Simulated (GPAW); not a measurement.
# The basis that the transmission of butadiene-1,4-dithiol between two Ag chains needs, part 2 of 2

How well does butadiene-1,4-dithiol between two Ag chains conduct at low bias, and how far do basis and functional move the answer?

GPAW 26.7.0; GPAW LCAO, PAW setups; Landauer transmission from Green's functions with principal layers (ASE), zero bias.

So far, transmission at the Fermi level (one spin): step 2 (double-zeta polarised basis, PBE, GPAW) 4.2e-5; step 3 (basis szp(dzp), PBE, GPAW) 1.1e-4; step 4 (basis sz(dzp), PBE, GPAW) 1.4e-4; step 5 (revPBE) 3.3e-5; step 8 (RPBE) 3.3e-5.

### 9. Basis sz(dzp), density threshold 0.001, mixing 0.25

A smaller basis is cheaper in every inversion. The Hamiltonian is taken from the last density. The density threshold is one of the tests that end the cycle; the energy must settle too, so a loose value may not be the test that decides. Mixing changes the road to self-consistency, not its end. The mixing history changes the road to self-consistency, not its end.

Contents of run.py:

```python
import json
import numpy as np
from ase import Atoms
from ase.transport.calculators import TransportCalculator
from gpaw import GPAW, FermiDirac
from gpaw.lcao.tools import get_lcao_hamiltonian
from scipy.linalg import eigh

# The junction with lead layers at both ends, along the third cell vector
device = Atoms(
    ['Ag', 'Ag', 'Ag', 'Ag', 'Ag', 'Ag', 'S', 'C', 'H', 'H', 'C', 'C', 'H', 'H', 'C', 'S', 'Ag', 'Ag', 'Ag', 'Ag', 'Ag', 'Ag'],
    positions=[
        [5.36936, 4.50000, 1.33000],
        [5.36936, 4.50000, 3.99000],
        [5.36936, 4.50000, 6.65000],
        [5.36936, 4.50000, 9.31000],
        [5.36936, 4.50000, 11.97000],
        [5.36936, 4.50000, 14.63000],
        [4.17805, 4.50000, 16.75941],
        [4.21368, 4.49999, 18.48868],
        [6.31592, 4.50000, 18.68070],
        [3.25000, 4.49999, 18.99031],
        [5.35513, 4.50000, 19.19142],
        [5.38359, 4.50000, 20.63959],
        [7.48872, 4.49999, 20.84071],
        [4.42281, 4.50000, 21.15032],
        [6.52504, 4.50000, 21.34234],
        [6.56067, 4.49999, 23.07161],
        [5.36936, 4.50000, 25.20102],
        [5.36936, 4.50000, 27.86102],
        [5.36936, 4.50000, 30.52102],
        [5.36936, 4.50000, 33.18102],
        [5.36936, 4.50000, 35.84102],
        [5.36936, 4.50000, 38.50102]],
    cell=[[10.73872, 0.0, 0.0], [0.0, 9.0, 0.0], [0.0, 0.0, 39.83102]],
    pbc=True)

# One principal layer of the lead: the first 4 atoms of the device
lead = Atoms(
    ['Ag', 'Ag', 'Ag', 'Ag'],
    positions=[
        [5.36936, 4.50000, 1.33000],
        [5.36936, 4.50000, 3.99000],
        [5.36936, 4.50000, 6.65000],
        [5.36936, 4.50000, 9.31000]],
    cell=[[10.73872, 0.0, 0.0], [0.0, 9.0, 0.0], [0.0, 0.0, 10.64]],
    pbc=True)

settings = dict(mode='lcao', basis='sz(dzp)', xc='PBE', h=0.2,
                occupations=FermiDirac(0.1), maxiter=250,
                mixer=dict(beta=0.25, nmaxold=5, weight=100.0),
                convergence=dict(density=0.001))
energies = np.arange(-2, 2 + 1e-9, 0.05)
eta = 0.0001
n1, n2 = 1, 1
# k and -k transmit alike, so half of the mesh across the current serves
mesh = [(i, j) for i in range(n1) for j in range(n2) if (i, j) <= (-i % n1, -j % n2)]
weights = np.array([1 if (i, j) == (-i % n1, -j % n2) else 2 for i, j in mesh]) / (n1 * n2)

# [... helper functions left out ...]
fermi_lead = ground_state(lead, (1, 1, 11), 'lead.txt')
fermi_device = ground_state(device, (1, 1, 2), 'device.txt')
# [... loop over the mesh left out, but for ...]
        # Shift the lead onto the potential of the device's first layer
        shift = ((H[:, 0, 0] - H0[:, 0, 0]) / S0[0, 0]).real.mean()
# [...]
kT = 8.617333e-5 * 300
bias = [0.1, 0.2, 0.5, 1.0, 1.5, 2.0]
# [... integrals and printing left out ...]
```

Command:

```console
OMP_NUM_THREADS=1 OPENBLAS_NUM_THREADS=1 python run.py
```

The program printed:

```text
basis functions: device 172, principal layer 48
Fermi level: lead -3.8913 eV, device -4.1002 eV; lead shifted by -0.0025 eV
largest coupling past the next layer 3.59e-05 eV, largest misfit of the first layer 0.099 eV
  E-E_F (eV)   T (one spin)  [channel counts left out]
    -2.000    4.1839e-02
    -1.950    5.0770e-02
    -1.900    5.9086e-02
    -1.850    4.6094e-02
    -1.800    5.9378e-02
    -1.750    6.5503e-02
    -1.700    7.4869e-02
    -1.650    8.9207e-02
    -1.600    9.6921e-02
    -1.550    1.4377e-04
    -1.500    1.2050e-04
    -1.450    8.2106e-05
    -1.400    2.7060e-10
    -1.350    9.3461e-14
    -1.300    4.3617e-14
    -1.250    9.8505e-13
[...]
1.650    2.3619e-06
     1.700    1.9913e-06
     1.750    1.6579e-06
     1.800    1.3623e-06
     1.850    1.0957e-06
     1.900    8.6498e-07
     1.950    6.6545e-07
     2.000    4.9566e-07
conductance at 300 K: 0.00014166 G0 a cell; thermopower 17.06 uV/K
current from the zero-bias T(E) at 0.1 V: 0.0010973 uA
current from the zero-bias T(E) at 0.2 V: 0.0021919 uA
current from the zero-bias T(E) at 0.5 V: 0.0053504 uA
current from the zero-bias T(E) at 1.0 V: 0.012122 uA
current from the zero-bias T(E) at 1.5 V: 4.034 uA
current from the zero-bias T(E) at 2.0 V: 7.5238 uA
```

Wall time 91 s (1 thread of Arm Neoverse N1, shared host); peak memory 1.3 GiB.

This step gave:

```yaml
conductance: 1.42e-4 G₀
thermopower: 17.06 μV/K
largest_coupling_past_the_next_principal_layer: 3.59e-5 eV
largest_misfit_of_the_first_principal_layer: 0.09910 eV
shift_that_aligns_the_lead: -0.002515 eV
basis_functions_of_the_junction: 172
basis_functions_of_a_principal_layer: 48
transmission_at_the_fermi_level_one_spin: 1.42e-4
```

One spin. The transmission, zone mean by energy, zero at the Fermi level:

| energy (eV) | transmission, zone mean |
| --- | --- |
| -2.00 | 0.0418 |
| -1.90 | 0.0591 |
| -1.80 | 0.0594 |
| -1.70 | 0.0749 |
| -1.60 | 0.0969 |
| -1.55 | 1.4e-4 |
| -1.45 | 8.2e-5 |
| -1.35 | 0 |
| -1.25 | 0 |
| -1.15 | 0 |
| -1.05 | 2.5e-5 |
| -0.90 | 0.0114 |
| -0.80 | 0.600 |
| -0.70 | 0.646 |
| -0.60 | 0.00761 |
| -0.50 | 1.7e-5 |
| -0.40 | 8.7e-5 |
| -0.25 | 1.9e-4 |
| -0.15 | 1.9e-4 |
| -0.05 | 1.6e-4 |
| 0.00 | 1.4e-4 |
| 0.05 | 1.2e-4 |
| 0.15 | 9.4e-5 |
| 0.25 | 7.0e-5 |
| 0.40 | 4.6e-5 |
| 0.50 | 3.6e-5 |
| 0.60 | 2.8e-5 |
| 0.70 | 2.2e-5 |
| 0.80 | 1.8e-5 |
| 0.90 | 1.4e-5 |
| 1.05 | 1.1e-5 |
| 1.15 | 8.6e-6 |
| 1.25 | 6.9e-6 |
| 1.35 | 5.5e-6 |
| 1.45 | 4.2e-6 |
| 1.55 | 3.2e-6 |
| 1.70 | 2.0e-6 |
| 1.80 | 1.4e-6 |
| 1.90 | 8.6e-7 |
| 2.00 | 5.0e-7 |

Not self-consistent under bias; the bias window is split evenly. Current through one cell, from the zero-bias transmission against bias:

| bias (V) | current through one cell, from the zero-bias transmission (μA) |
| --- | --- |
| 0.100 | 0.00110 |
| 0.200 | 0.00219 |
| 0.500 | 0.00535 |
| 1.000 | 0.0121 |
| 1.500 | 4.03 |
| 2.000 | 7.52 |

The transmission of the three most open eigenchannels by energy, zero at the Fermi level:

| energy (eV) | channel 1 | channel 2 | channel 3 |
| --- | --- | --- | --- |
| -2.00 | 0.0356 | 0.00626 | 2.0e-5 |
| -1.90 | 0.0529 | 0.00615 | 2.8e-5 |
| -1.80 | 0.0544 | 0.00499 | 3.2e-5 |
| -1.70 | 0.0710 | 0.00378 | 3.5e-5 |
| -1.55 | 1.4e-4 | 1.1e-8 | 1.8e-10 |
| -1.45 | 8.2e-5 | 1.4e-12 | 0 |
| -1.35 | 0 | 0 | 0 |
| -1.25 | 0 | 0 | 0 |
| -1.15 | 0 | 0 | 0 |
| -1.05 | 2.5e-5 | 0 | 0 |
| -0.90 | 0.0114 | 0 | 0 |
| -0.80 | 0.600 | 0 | 0 |
| -0.70 | 0.646 | 0 | 0 |
| -0.60 | 0.00761 | 0 | 0 |
| -0.50 | 1.7e-5 | 0 | 0 |
| -0.40 | 8.7e-5 | 0 | 0 |
| -0.25 | 1.9e-4 | 0 | 0 |
| -0.15 | 1.9e-4 | 0 | 0 |
| -0.05 | 1.6e-4 | 0 | 0 |
| 0.00 | 1.4e-4 | 0 | 0 |
| 0.05 | 1.2e-4 | 0 | 0 |
| 0.15 | 9.4e-5 | 0 | 0 |
| 0.25 | 7.0e-5 | 0 | 0 |
| 0.40 | 4.6e-5 | 0 | 0 |
| 0.50 | 3.6e-5 | 0 | 0 |
| 0.60 | 2.8e-5 | 0 | 0 |
| 0.70 | 2.2e-5 | 0 | 0 |
| 0.80 | 1.8e-5 | 0 | 0 |
| 0.90 | 1.4e-5 | 0 | 0 |
| 1.05 | 1.1e-5 | 0 | 0 |
| 1.15 | 8.6e-6 | 0 | 0 |
| 1.25 | 6.9e-6 | 0 | 0 |
| 1.35 | 5.5e-6 | 0 | 0 |
| 1.45 | 4.2e-6 | 0 | 0 |
| 1.55 | 3.2e-6 | 0 | 0 |
| 1.70 | 2.0e-6 | 0 | 0 |
| 1.80 | 1.4e-6 | 0 | 0 |
| 1.90 | 8.6e-7 | 0 | 0 |
| 2.00 | 5.0e-7 | 0 | 0 |

The conductance, 1.4e-4 G₀, lies 231 % above that of the dzp run.

### 10. Results

| Property | Result |
| --- | --- |
| conductance | 4.3e-5 G₀ |
| transmission at the Fermi level, mean of the spins | 4.2e-5 |
| thermopower | 26.9 μV/K |

**Reading.** In the dzp basis the junction conducts 4.3e-5 G₀ at 300 K, with T = 4.2e-5 a spin at the Fermi level; no smaller basis tried comes within 10 % of that conductance. The junction is in the tunnelling regime at the Fermi level. The positive thermopower says that the thermally weighted transmission is larger below the Fermi level, as for hole-like transport. Measured against the first run (dzp), the nearest curve is that of dzp-revPBE (r.m.s. 0.045) and the farthest that of sz (0.17). Over the compared runs wall time goes from 106 s (sz) to 218 s (dzp-revPBE), on a shared host. The geometry was built from estimated bond lengths and not relaxed, so the numbers describe this model structure. Chains and heavy atoms lie in or near one plane, so the lead's one s-like channel couples little or not at all to the π orbitals, which are odd under that mirror; the current goes mainly through σ states, and a contact out of the plane would conduct differently. An evenly spaced straight chain is an idealisation: free chains tend to dimerise, zigzag or, where a band edge lies near the Fermi level, turn magnetic. The currents use the zero-bias T(E) throughout, which holds only while the bias is small against the distance to the nearest feature. The energy step is wider than the thermal energy, so the conductance and thermopower rest on interpolation of T(E).

[Logs are printed without paths, hosts, clocks, repeated set-up lines and the standing remarks that a program may print on its own settings, such as how far it seeks lower states.]

[Hosts, paths, dates, database ids (printed as entryN), source tags and the programs' standing remarks are cut or masked in the printed files.]
